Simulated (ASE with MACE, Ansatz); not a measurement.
# Surface chemistry of germane on hydroxylated HfO2(111)

Which steps of the reaction of germane with hydroxylated HfO2(111) release energy, and how far does that hang on the level of theory?

Calculated with Ansatz 0.2.0: Kohn-Sham DFT, PBE+D3(BJ), PAW (set soft_2), plane waves; cutoff 420 eV, fermi-dirac smearing of 0.025 eV (for the slabs). Every cell is relaxed with this functional, then solved at fixed geometry with r2SCAN+D4, PBE+D3(BJ) on a denser mesh, PBE, RPBE+D3(BJ) and HSE06+D3(BJ). Cutoffs: 420 eV for PBE+D3(BJ), PBE, RPBE+D3(BJ) and HSE06+D3(BJ); 500 eV for r2SCAN+D4.

**The cells**

The cell holds 63 atoms: 18 Hf, 39 O and 6 H. Its edges and angles: a = 10.776 Å, b = 10.776 Å, c = 22.312 Å, α = 90.0°, β = 90.0°, γ = 120.0°. It derives from HfO2 (hydroxylated HfO2(111)). The starting structure: Fluorite-type HfO2(111), 3 x 3 cells, two O-Hf-O trilayers, three waters split on the upper face (lattice constants typed as starting values near PBE's), about 15 Å of vacuum, lower atoms held. Vacuum lies along c. 27 atoms are held.

- Germane on hydroxylated HfO2(111): one whole molecule of germane lowered over an O-H group, eased by MACE.
- Germane after losing H2 on hydroxylated HfO2(111): the H of one O-H group replaced by the Ge fragment of germane less one ligand, eased by MACE.

Molecules sit alone in boxes of 11 to 14 Å, at Γ at every level, with a smearing of 0.01 eV.

The input of the single point on the relaxed bare surface:

```yaml
crystal:
  lattice:
    - [10.77631, 0.0, 0.0]
    - [-5.38815, 9.33256, 0.0]
    - [0.0, 0.0, 22.31226]
  atoms:
    - { symbol: Hf, position: [0.99101, 0.00266, 0.07846] }
    - { symbol: O, position: [0.00864, 0.01297, 0.17073] }
    - { symbol: Hf, position: [0.2364, 0.12802, 0.20296] }
    - { symbol: O, position: [0.23657, 0.1102, 0.10504] }
    [... 57 atom lines left out ...]
    - { symbol: H, position: [0.55071, 0.86426, 0.32835] }
    - { symbol: H, position: [0.76207, 0.9227, 0.29262] }
kpoints:
  mp_grid: { grid: [1, 1, 1] }
hamiltonian:
  xc: pbe
  dispersion: d3bj
scf:
  occupations: { method: fermi_dirac, width: 0.025 }
output:
  forces: true
  populations: true
  dos:
    method: { smearing: { sigma: 0.08 } }
    de: 0.1
    projected:
      site_lists:
        H: [H]
        Hf: [Hf]
        O: [O]
        slab: [... 63 sites ...]
  eigenvalues: true
  write_density: true
  write_potential: true
  volumetric_format: npy
```

| cell | formula | k-mesh | relaxation steps | gain on relaxing (eV) | free energy, PBE+D3(BJ) (eV) | Kohn-Sham gap (eV) | time of its runs on this page |
| --- | --- | --- | --- | --- | --- | --- | --- |
| hydroxylated HfO2(111) | Hf18H6O39 | 1×1×1 | 8 | 0.09 | -305305.346 | 4.23 | 60 s |
| germane on hydroxylated HfO2(111) | Hf18GeH10O39 | 1×1×1 | 41 | 0.25 | -309663.622 | 4.23 | 1.9 min |
| germane after losing H2 on hydroxylated HfO2(111) | Hf18GeH8O39 | 1×1×1 | 26 | 0.25 | -309631.735 | 4.22 | 85 s |
| H2 | H2 | 1×1×1 | 4 | 0.02 | -31.747 | 10.19 | 21 s |
| germane | GeH4 | 1×1×1 | 3 | 0.03 | -4357.969 | 7.48 | 23 s |

The gap is that between the highest filled and lowest empty Kohn-Sham level; a dash marks none computed or no clear gap.

**Reaction energies**

Products less reactants, from the free energies above and their like at the other levels, in eV; negative values release energy:

```
                                                  change  PBE+D3(BJ)  r2SCAN+D4  PBE+D3(BJ), denser mesh    PBE  RPBE+D3(BJ)  HSE06+D3(BJ)
                                   adsorption of germane       -0.31      -0.25                    -0.31  -0.01        -0.44         -0.39
ligand exchange: surface + germane → bound fragment + H2       -0.17      -0.18                    -0.16   0.09        -0.48         -0.24
```

Worked for the first row at PBE+D3(BJ): (-309663.622) − (-305305.346) − (-4357.969) = -0.308 eV (from unrounded energies).

**What the relaxations did**

Bonds are pairs closer than 1.18 times the sum of covalent radii; a bond counts as made or broken only if it crosses from under that bound to over 1.3 times, or back. All concern the added atoms.

| cell | bonds to the surface at the end | nearest contact (Å) | made in DFT | broken in DFT | largest move (Å) |
| --- | --- | --- | --- | --- | --- |
| germane on hydroxylated HfO2(111) | none | H–H 2.55 | none | none | 4.48 |
| germane after losing H2 on hydroxylated HfO2(111) | 1 Ge–O | Ge–O 1.80 | none | none | 2.17 |

**Findings**

Row 1 releases 0.31 eV at PBE+D3(BJ). The molecule stays whole, with no bond to the surface by this rule. At the same geometries the levels give -0.44 (RPBE+D3(BJ)) to -0.01 eV (PBE), the denser mesh leaves it within 0.01 eV and the D3 term supplies -0.30 eV of it. Row 2 releases 0.17 eV at PBE+D3(BJ). At the same geometries the levels give -0.48 (RPBE+D3(BJ)) to 0.09 eV (PBE), so its sign hangs on the dispersion term, the denser mesh leaves it within 0.01 eV and the D3 term supplies -0.25 eV of it. Counted from the adsorbed state, the exchange costs 0.14 eV, with the by-product taken away as gas.

Limits: These are static energies with no barriers, zero-point energy or heat. Where a gas molecule is taken up, its entropy is lost, which at room temperature and above is worth several tenths of an eV to over 1 eV a molecule and isn't counted. All slabs, the starting one too, were first eased by a machine-learned potential, and one starting arrangement a cell was relaxed; others may lie lower. Only one face is changed, and the cells carry no dipole correction. Levels with D3 or D4 differ in the size of their dispersion terms as well as in the functional. Spin–orbit coupling is left out, which matters for the levels of the heavy elements. In some runs the program notes that the exchange-correlation potential is rough where the density is thin.

[Logs are printed without paths, hosts, clocks, repeated set-up lines and the standing remarks that a program may print on its own settings, such as how far it seeks lower states.]

[Hosts, paths, dates, database ids (printed as entryN), source tags and the programs' standing remarks are cut or masked in the printed files.]
